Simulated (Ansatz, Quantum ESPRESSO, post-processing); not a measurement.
# Al2O2, 1 layer: response to a perpendicular field, part 5 of 5

Wanted: polarisability and gap of Al2O2, 1 layer against a perpendicular field.

Quantum ESPRESSO 7.5; plane-wave DFT, PBE, SG15 norm-conserving pseudopotentials; geometry and cross-check by Ansatz 0.2.0 with PAW datasets.

So far. Step 13 (Bands along a path: field -0.2 V/Å): Along this path the valence top lies at K and the conduction bottom at M. Step 14 (Density by pp.x): The density integrates to 34.000 electrons, as the 34 of the input ask.

**16. Charge moved by a field of 0.2 V/Å**

Read from the output:

* largest charge moved across a plane: 0.001076 e/Å²
* dipole step: -0.9583 eV

The planar mean oscillates, so the rows of the table below give means over windows of 1 Å about each position, cut where the curve ends. Its maxima inside the range that stand out by 2 % of the span (Å: e/Å³): 7.8: 7.4e-4, 8.7: 3.8e-4, 10.0: 4.4e-4, 11.8: 2.8e-4, 12.6: -1.0e-4. Its minima: 8.4: 9.9e-5, 9.3: -2.7e-4, 11.1: -4.4e-4, 12.3: -3.8e-4, 13.2: -7.5e-4.

Table of planar mean by z; means over each step:

z (Å), planar mean (e/Å³) and a bar from the least value:
```
        3    0.00000 ###############
        4    0.00000 ###############
        5    0.00000 ###############
        6    0.00004 ################
        7    0.00028 #######################
        8    0.00051 ##############################
        9    0.00002 ###############
       10    0.00023 #####################
       11   -0.00024 ########
       12    0.00000 ###############
       13   -0.00050 
       14   -0.00030 ######
       15   -0.00004 ##############
       16    0.00000 ###############
       17    0.00000 ###############
       18    0.00000 ###############
```

The running integral, electrons below z oscillates, so the rows of the table below give means over windows of 1 Å about each position, cut where the curve ends. Its maxima inside the range that stand out by 2 % of the span (Å: e/Å²): 9.0: 9.6e-4, 10.4: 0.00108, 12.0: 9.6e-4. Its minima: 9.6: 8.3e-4, 11.4: 8.3e-4.

The running integral, electrons below z by z; means over each step:

| z (Å) | running integral, electrons below z (e/Å²) |
| --- | --- |
| 3 | 1.4e-8 |
| 4 | 1.5e-7 |
| 5 | 1.6e-6 |
| 6 | 1.7e-5 |
| 7 | 1.5e-4 |
| 8 | 6.5e-4 |
| 9 | 9.0e-4 |
| 10 | 9.5e-4 |
| 11 | 9.4e-4 |
| 12 | 9.0e-4 |
| 13 | 6.3e-4 |
| 14 | 1.3e-4 |
| 15 | 1.4e-5 |
| 16 | 1.1e-6 |
| 17 | 8.6e-8 |

**17. Polarisability from the dipole between 0 and 0.1 V/A**

This step gave:

- change of slope in the vacuum: 0.10000 eV/Å
- polarisability a cell: 2.905 Å³
- sheet polarisability 4πα/A: 4.792 Å

Change of the potential energy, second field less first against z:

| z (Å) | change of the potential energy, second field less first (eV) |
| --- | --- |
| 0.0 | -0.406 |
| 0.5 | -0.763 |
| 1.0 | -0.713 |
| 1.5 | -0.663 |
| 2.0 | -0.613 |
| 2.5 | -0.563 |
| 3.0 | -0.513 |
| 3.5 | -0.463 |
| 4.0 | -0.413 |
| 4.5 | -0.363 |
| 5.0 | -0.313 |
| 5.5 | -0.263 |
| 6.0 | -0.214 |
| 6.5 | -0.165 |
| 7.0 | -0.118 |
| 7.5 | -0.0770 |
| 8.0 | -0.0487 |
| 8.5 | -0.0336 |
| 9.0 | -0.0242 |
| 9.5 | -0.0151 |
| 10.0 | -0.00399 |
| 10.5 | -9.9e-5 |
| 11.0 | 0.00303 |
| 11.5 | 0.0136 |
| 12.0 | 0.0234 |
| 12.5 | 0.0321 |
| 13.0 | 0.0464 |
| 13.5 | 0.0726 |
| 14.0 | 0.113 |
| 14.5 | 0.159 |
| 15.0 | 0.208 |
| 15.5 | 0.258 |
| 16.0 | 0.307 |
| 16.5 | 0.357 |
| 17.0 | 0.407 |
| 17.5 | 0.457 |
| 18.0 | 0.507 |
| 18.5 | 0.557 |
| 19.0 | 0.607 |
| 19.5 | 0.657 |
| 20.0 | 0.707 |
| 20.5 | 0.640 |

**18. Dipole against field**

Table of dipole along the normal, dipole moment by applied field:

| applied field (V/Å) | dipole along the normal, dipole moment (e·Å) |
| --- | --- |
| -0.200 | -0.0403 |
| 0.000 | 2.1e-5 |
| 0.100 | 0.0202 |
| 0.200 | 0.0404 |

**19. Cross-check with Ansatz: field 0.1 V/Å**

As a check, the same structure is run in Ansatz.

Level of this step: plane-wave DFT, PBE, Ansatz PAW (Ansatz 0.2.0).

Input file input.yaml:

```yaml
crystal:
  lattice:
    - [2.9659406505, 0.0, 0.0]
    - [-1.4829703252, 2.5685799494, 0.0]
    - [0.0, 0.0, 21.0711426347]
  atoms:
    - { symbol: O, position: [0.3333333333, 0.6666666667, 0.4063429777] }
    - { symbol: Al, position: [0.0, 0.0, 0.4377880992] }
    - { symbol: Al, position: [0.0, 0.0, 0.5622119018] }
    - { symbol: O, position: [0.3333333333, 0.6666666667, 0.5936570213] }
kpoints:
  mp_grid: { grid: [12, 12, 1] }
hamiltonian:
  xc: pbe
scf:
  occupations: { method: fermi_dirac, width: 0.054 }
  convergence: { dr2_threshold: 1.0e-09 }
efield:
  axis: 3
  dipole_correction: true
  ramp_position: 0.97
  ramp_width: 0.04
  amplitude: 0.1
output:
  write_potential: true
  write_density: true
  volumetric_format: npy
```

The run is started by

```sh
$ ansatz run input.yaml --threads 4 --pin off --max-ram 8192MiB --backend cpu --events-out ev --progress --plain --runs-dir out
```

Numbers of over 12 decimals in the logs are rounded to 6 here.

Output:

```text
[...]
Crystal: 4 atoms, lattice volume = 160.525 Å³
Basis set: ecut = 420 eV, 3083 PW (Γ)
Bands: 13, of which v1, the nominal top of the filled ones, is band 9 counted from 1 (8 counted from 0)
Symmetry: 6 space group operations
k-points: 19 of 144 (time reversal used)
[...]
SCF iter   1: F=—  HF=-2217.281801 eV  |F-HF|=—  |Δ(HF+E_count)|=         —  Δρ=8.42e-2  dr2=1.17e1  ethr=3.10e-3  p=0.026 e·Å  D=2.93e-2 V/Å  ΔV_dip=-0.62 eV  dr2_dipole=2.82e-4  V_vac-E_F(+/−)=7.46/6.19 eV  ⟨swp⟩=9.6  Hψ=2050  notcnv=0
[...]
SCF iter  12: F=-2213.927337 eV  HF=-2213.927337 eV  |F-HF|=2.57e-10  |Δ(HF+E_count)|=   3.11e-9  Δρ=5.27e-7  dr2=4.11e-10  ethr=5.56e-12  p=0.020 e·Å  D=2.27e-2 V/Å  ΔV_dip=-0.48 eV  dr2_dipole=3.23e-12  V_vac-E_F(+/−)=4.96/3.55 eV  ⟨swp⟩=3.2  Hψ=1168  notcnv=0
SCF 1 converged in 12 iterations: F = -2213.927337 eV  dr2 = 4.11e-10
[...]
SCF converged after 12 iterations
Free energy (F): -2213.927337 eV
[...]
Internal energy: -2213.927337 eV  (E = F + TS)
E sigma→0 (E₀):  -2213.927337 eV
Entropy (-TS):   -0.000000 eV (-0.000 meV/atom)
Fermi energy:    -0.586222 eV
Dipole field:    D = 0.022720 V/Å  (p = 0.020155 e·Å, saw-weighted, corrected)
Work function:   not extracted (applied field tilts the vacuum); planar V_es + V_field profile in the machine report
[...]
--- Band table (eV; the first three rows and the last of 19) ---
  k-point 0: bands = [... 5 lower, -5.8029, -5.7355, -5.7355, -3.6387, 0.4513, 2.5859, 3.3089, 3.7834]
  k-point 1: bands = [... 5 lower, -6.0508, -5.8510, -5.7832, -3.4757, 0.7858, 2.7742, 3.4786, 3.9262]
  k-point 2: bands = [... 5 lower, -6.3510, -5.9794, -5.9105, -3.1585, 1.5769, 3.2424, 3.9341, 4.3364]
  k-point 18: bands = [... 5 lower, -8.2389, -5.7842, -5.3334, -1.2188, 0.2763, 3.1840, 4.5700, 7.0437]
```

The job ended after 2.3 s (4 threads of Arm Neoverse V2, shared host; peak memory 0.34 GiB; 7.3 s of CPU time).

Read from the output:

```
free energy             : -2213.9273 eV
Fermi energy            : -0.5862 eV
gap by band count       : 1.289 eV
dipole along the normal : 0.02016 e·Å
```

At 0.1 V/Å Ansatz's dipole is 0.0202 e Å against 0.0202 from pw.x.

**20. Cross-check with Ansatz: field -0.1 V/Å**

input.yaml is the input of step 19 with these lines changed:

```diff
@@ -22,3 +22,3 @@
   ramp_width: 0.04
-  amplitude: 0.1
+  amplitude: -0.1
 output:
```

Output:

```text
[...]
Crystal: 4 atoms, lattice volume = 160.525 Å³
Basis set: ecut = 420 eV, 3083 PW (Γ)
Bands: 13, of which v1, the nominal top of the filled ones, is band 9 counted from 1 (8 counted from 0)
Symmetry: 6 space group operations
k-points: 19 of 144 (time reversal used)
[...]
--- Band table (eV; the first three rows and the last of 19) ---
  k-point 0: bands = [... 5 lower, -5.8354, -5.7681, -5.7681, -3.6713, 0.4187, 2.5542, 3.2966, 3.7949]
  k-point 1: bands = [... 5 lower, -6.0833, -5.8835, -5.8158, -3.5082, 0.7533, 2.7428, 3.4650, 3.9404]
  k-point 2: bands = [... 5 lower, -6.3835, -6.0120, -5.9431, -3.1911, 1.5443, 3.2111, 3.9147, 4.3559]
  k-point 18: bands = [... 5 lower, -8.2714, -5.8168, -5.3659, -1.2514, 0.2437, 3.1514, 4.5374, 7.0111]
[key lines of the parts left out:]
SCF converged after 12 iterations
Free energy (F): -2213.927337 eV
Fermi energy:    -0.618789 eV
Dipole field:    D = -0.022722 V/Å  (p = -0.020157 e·Å, saw-weighted, corrected)
```

The job ended after 1.9 s (4 threads; peak memory 0.34 GiB; 6.9 s of CPU time).

Read from the output:

* Fermi energy: -0.6188 eV
* dipole along the normal: -0.02016 e·Å

**21. Dipole against field, Ansatz**

The dipole along the normal, dipole moment by applied field:

| applied field (V/Å) | dipole along the normal, dipole moment (e·Å) |
| --- | --- |
| -0.1000 | -0.0202 |
| 0.0000 | 3.0e-5 |
| 0.1000 | 0.0202 |

**22. SCF with pw.x, with ecutwfc = 48 and ecutrho = 192**

A sensitivity test on the input.

Level of this step: plane-wave DFT, PBE, SG15 norm-conserving pseudopotentials (Quantum ESPRESSO 7.5).

Input file f1.w0.in:

```
&control
  prefix = 'f1.w0'
  outdir = './out'
  pseudo_dir = './pseudo'
  calculation = 'scf'
  tprnfor = .true.
  tefield = .true.
  dipfield = .true.
/
&system
  ibrav = 0
  nat = 4
  ntyp = 2
  ecutwfc = 48
  ecutrho = 192
  occupations = 'smearing'
  smearing = 'fd'
  degauss = 0.004
  edir = 3
  emaxpos = 0.97
  eopreg = 0.04
  eamp = 0.00194469
/
&electrons
  conv_thr = 1e-09
  mixing_beta = 0.4
  electron_maxstep = 120
  mixing_mode = 'plain'
/
ATOMIC_SPECIES
  O   15.9990  O_ONCV_PBE-1.2.upf
  Al  26.9815  Al_ONCV_PBE-1.2.upf
CELL_PARAMETERS angstrom
  2.96594065045605 0.00000000000000 -0.00000000000000
  -1.48297032522802 2.56857994941188 0.00000000000000
  -0.00000000000000 -0.00000000000000 21.07114263470000
ATOMIC_POSITIONS crystal
  O   0.333333333333 0.666666666667 0.406342977685
  Al  0.000000000000 -0.000000000000 0.437788099208
  Al  0.000000000000 -0.000000000000 0.562211901822
  O   0.333333333333 0.666666666667 0.593657021285
K_POINTS automatic
  12 12 1 0 0 0
```

The run is started by

```sh
$ OMP_NUM_THREADS=1 mpirun -n 4 pw.x -nk 4 -in f1.w0.in > f1.w0.out
```

Output:

```text
[banner, memory and clock lines left out]
Program PWSCF v.7.5 starts
[citation notice left out]

[...]
bravais-lattice index     =            0
     lattice parameter (alat)  =       5.6048  a.u.
     unit-cell volume          =    1083.2788 (a.u.)^3
     number of atoms/cell      =            4
     number of atomic types    =            2
     number of electrons       =        34.00
     number of Kohn-Sham states=           21
     kinetic-energy cutoff     =      48.0000  Ry
     charge density cutoff     =     192.0000  Ry
     scf convergence threshold =      1.0E-09
     mixing beta               =       0.4000
     number of iterations used =            8  plain     mixing
     Exchange-correlation= PBE
                           (   1   4   3   4   0   0   0)

[...]
PseudoPot. # 1 for O  read from file:
     ./pseudo/O_ONCV_PBE-1.2.upf
     Pseudo is Norm-conserving, Zval =  6.0
     Generated using ONCVPSP code by D. R. Hamann
     Using radial grid of  602 points,  4 beta functions with:
                l(1) =   0
                l(2) =   0
                l(3) =   1
                l(4) =   1

     PseudoPot. # 2 for Al read from file:
     ./pseudo/Al_ONCV_PBE-1.2.upf
     Pseudo is Norm-conserving, Zval = 11.0
     Generated using ONCVPSP code by D. R. Hamann
     Using radial grid of  602 points,  4 beta functions with:
                l(1) =   0
                l(2) =   0
                l(3) =   1
                l(4) =   1

     atomic species   valence    mass     pseudopotential
     O                 6.00    15.99900     O ( 1.00)
     Al               11.00    26.98150     Al( 1.00)

     No symmetry found

[...]
number of k points=    74  Fermi-Dirac smearing, width (Ry)=  0.0040
[...]
Dense  grid:    48811 G-vectors     FFT dimensions: (  25,  25, 180)

     Initial potential from superposition of free atoms

     starting charge      33.8350, renormalised to      34.0000

     negative rho (up, down):  2.242E-03 0.000E+00

     Adding external electric field

     Computed dipole along edir(3) :
        Dipole                0.0000 Ry au,          0.0000 Debye
        Dipole field          0.0000 Ry au,

        E field amplitude [Ha a.u.]:  1.9447E-03
        Potential amp.        0.1487 Ry
        Total length         38.2259 bohr

     Starting wfcs are random

     per-process dynamical memory:    62.5 Mb

     Self-consistent Calculation

     iteration #  1     ecut=    48.00 Ry     beta= 0.40
     Davidson diagonalization with overlap
     ethr =  1.00E-02,  avg # of iterations = 11.3

     negative rho (up, down):  1.071E-03 0.000E+00

     Adding external electric field

     Computed dipole along edir(3) :
        Dipole                0.0517 Ry au,          0.1314 Debye
        Dipole field          0.0006 Ry au,

        E field amplitude [Ha a.u.]:  1.9447E-03
        Potential amp.        0.1028 Ry
        Total length         38.2259 bohr

     total energy              =    -340.75078663 Ry
     estimated scf accuracy    <       0.57882881 Ry

     iteration #  2     ecut=    48.00 Ry     beta= 0.40
[...]
negative rho (up, down):  5.767E-04 0.000E+00

[...]
Dipole                0.0152 Ry au,          0.0386 Debye
[...]
E field amplitude [Ha a.u.]:  1.9447E-03
[...]
total energy              =    -340.85613693 Ry
     estimated scf accuracy    <       0.04606869 Ry

     iteration #  3     ecut=    48.00 Ry     beta= 0.40
[...]
negative rho (up, down):  1.872E-04 0.000E+00

[...]
Dipole                0.0762 Ry au,          0.1936 Debye
[...]
E field amplitude [Ha a.u.]:  1.9447E-03
[...]
total energy              =    -340.85928675 Ry
     estimated scf accuracy    <       0.01195962 Ry

     iteration #  4     ecut=    48.00 Ry     beta= 0.40
[...]
negative rho (up, down):  6.004E-05 0.000E+00

[...]
Dipole                0.0193 Ry au,          0.0490 Debye
[...]
E field amplitude [Ha a.u.]:  1.9447E-03
[...]
total energy              =    -340.85932847 Ry
     estimated scf accuracy    <       0.00443117 Ry

     iteration #  5     ecut=    48.00 Ry     beta= 0.40
[...]
negative rho (up, down):  9.752E-08 0.000E+00

[...]
Dipole                0.0382 Ry au,          0.0971 Debye
[...]
E field amplitude [Ha a.u.]:  1.9447E-03
[...]
total energy              =    -340.86005792 Ry
     estimated scf accuracy    <       0.00098398 Ry

     iteration #  6     ecut=    48.00 Ry     beta= 0.40
[...]
Dipole                0.0387 Ry au,          0.0982 Debye
[...]
E field amplitude [Ha a.u.]:  1.9447E-03
[...]
total energy              =    -340.86016734 Ry
     estimated scf accuracy    <       0.00001567 Ry

     iteration #  7     ecut=    48.00 Ry     beta= 0.40
[...]
Dipole                0.0383 Ry au,          0.0975 Debye
[...]
E field amplitude [Ha a.u.]:  1.9447E-03
[...]
total energy              =    -340.86017018 Ry
     estimated scf accuracy    <       0.00000226 Ry

     iteration #  8     ecut=    48.00 Ry     beta= 0.40
[...]
Dipole                0.0383 Ry au,          0.0972 Debye
[...]
E field amplitude [Ha a.u.]:  1.9447E-03
[...]
total energy              =    -340.86017052 Ry
     estimated scf accuracy    <       0.00000019 Ry

     iteration #  9     ecut=    48.00 Ry     beta= 0.40
[...]
Dipole                0.0383 Ry au,          0.0973 Debye
[...]
E field amplitude [Ha a.u.]:  1.9447E-03
[...]
total energy              =    -340.86017056 Ry
     estimated scf accuracy    <       0.00000004 Ry

     iteration # 10     ecut=    48.00 Ry     beta= 0.40
[...]
Dipole                0.0383 Ry au,          0.0973 Debye
[...]
E field amplitude [Ha a.u.]:  1.9447E-03
[...]
total energy              =    -340.86017057 Ry
     estimated scf accuracy    <          1.9E-09 Ry

     iteration # 11     ecut=    48.00 Ry     beta= 0.40
[...]
Dipole                0.0382 Ry au,          0.0972 Debye
[...]
E field amplitude [Ha a.u.]:  1.9447E-03
[...]
End of self-consistent calculation

          k = 0.0000 0.0000 0.0000 (  6111 PWs)   bands (ev):

  -103.7743-103.7388 -65.3217 -65.3217 -65.2852 -65.2852 -65.2484 -65.2102
   -21.3897 -21.2994  -8.1761  -6.0725  -5.2181  -5.2181  -5.1488  -5.1488
    -3.0543   1.0146   3.1870   3.8563   4.3470

          k = 0.0000 0.0962 0.0000 (  6061 PWs)   bands (ev):

  -103.7706-103.7354 -65.3226 -65.3220 -65.2861 -65.2855 -65.2483 -65.2101
   -21.3337 -21.2458  -8.0864  -6.0092  -5.5273  -5.4559  -5.2629  -5.1957
    -2.8855   1.3546   3.3783   4.0293   4.4885

[...]
the Fermi energy is    -0.0090 ev

!    total energy              =    -340.86017057 Ry
     estimated scf accuracy    <          4.4E-10 Ry
     smearing contrib. (-TS)   =      -0.00000002 Ry
     internal energy E=F+TS    =    -340.86017055 Ry

     The total energy is F=E-TS. E is the sum of the following terms:
     one-electron contribution =   -2105.48617915 Ry
     hartree contribution      =    1032.28559161 Ry
     xc contribution           =     -45.62151897 Ry
     ewald contribution        =     777.96206775 Ry
     electric field correction =      -0.00013178 Ry

     convergence has been achieved in  11 iterations

     Forces acting on atoms (cartesian axes, Ry/au):

     atom    1 type  1   force =     0.00000004   -0.00000002    0.00275746
     atom    2 type  2   force =    -0.00000002   -0.00000000   -0.00124963
     atom    3 type  2   force =    -0.00000006   -0.00000001    0.00489110
     atom    4 type  1   force =     0.00000003    0.00000002   -0.00639893

     Total force =     0.008604     Total SCF correction =     0.000100

[...]
```

Elapsed: 32 s, on 4 MPI ranks; peak memory 0.43 GiB; 2.2 min of CPU time.

The changed values were drawn from a wide range, not chosen for quality; the comparison shows what they did here together.

Beside the run it was changed from:

| quantity | this run | unchanged run | difference |
| --- | --- | --- | --- |
| dipole along the normal (e·Å) | 0.02024 | 0.02019 | 4.2e-5 |
| free energy (eV) | -4637.639 | -4640.293 | 2.7 |
| wall time (s) | 32 | 50 |  |
| SCF iterations | 11 | 8 |  |

The free energy moves by +6.6e+02 meV an atom.

This run starts from superposed atoms, the unchanged one from a saved density, so their iteration counts don't compare.

The physical values in this table move by up to 0.21 %.

**23. Worked from the printed numbers**

α = Δp/E = (0.02019 − (0.00002)) e Å / 0.1 V/Å = 0.2017 e Å²/V; times e/(4πε₀) = 14.40 V Å this is 2.905 Å³. With A = 7.618 Å², 4πα/A = 4.792 Å.

**24. Outcome**

| Quantity | Value |
| --- | --- |
| polarisability along the normal, a cell | 2.91 Å³ |
| sheet polarisability 4πα/A | 4.79 Å |
| dipole without a field | 0 e·Å |
| Kohn-Sham ionisation potential, upper face | 4.99 eV |
| gap along the path at 0 V/Å | 1.33 eV |
| gap along the path at 0.2 V/Å | 1.33 eV |
| gap along the path at -0.2 V/Å | 1.33 eV |

The sheet answers a field with a polarisability of 2.91 Å³ a cell, or 4πα/A = 4.79 Å (PBE, SG15 norm-conserving). In pw.x the dipole follows the field linearly over the range tried. A perfect conductor 4.79 Å thick would screen alike; the outer atoms lie 3.95 Å apart. At 0.1 V/Å the sheet takes 0.479 eV off the potential drop. At 0.2 V/Å the gap along the path is unchanged within 0.01 eV. Quantum ESPRESSO and Ansatz give 2.905 and 2.902 Å³ for the polarisability (pw.x from 0 and 0.1 V/Å, Ansatz from ±0.1 V/Å), which agree. The ions stay at their zero-field places, so this is the electrons' response alone. Semilocal gaps are too small, and in strong fields empty levels can belong to the vacuum.

[Logs are printed without paths, hosts, clocks, repeated set-up lines and the standing remarks that a program may print on its own settings, such as how far it seeks lower states.]

[Hosts, paths, dates, database ids (printed as entryN), source tags and the programs' standing remarks are cut or masked in the printed files.]

[Maps of the electrostatic potential energy from Ansatz leave out the sawtooth potential of an applied field or a dipole correction, so their vacuum need not be flat; planar profiles and work functions include it.]
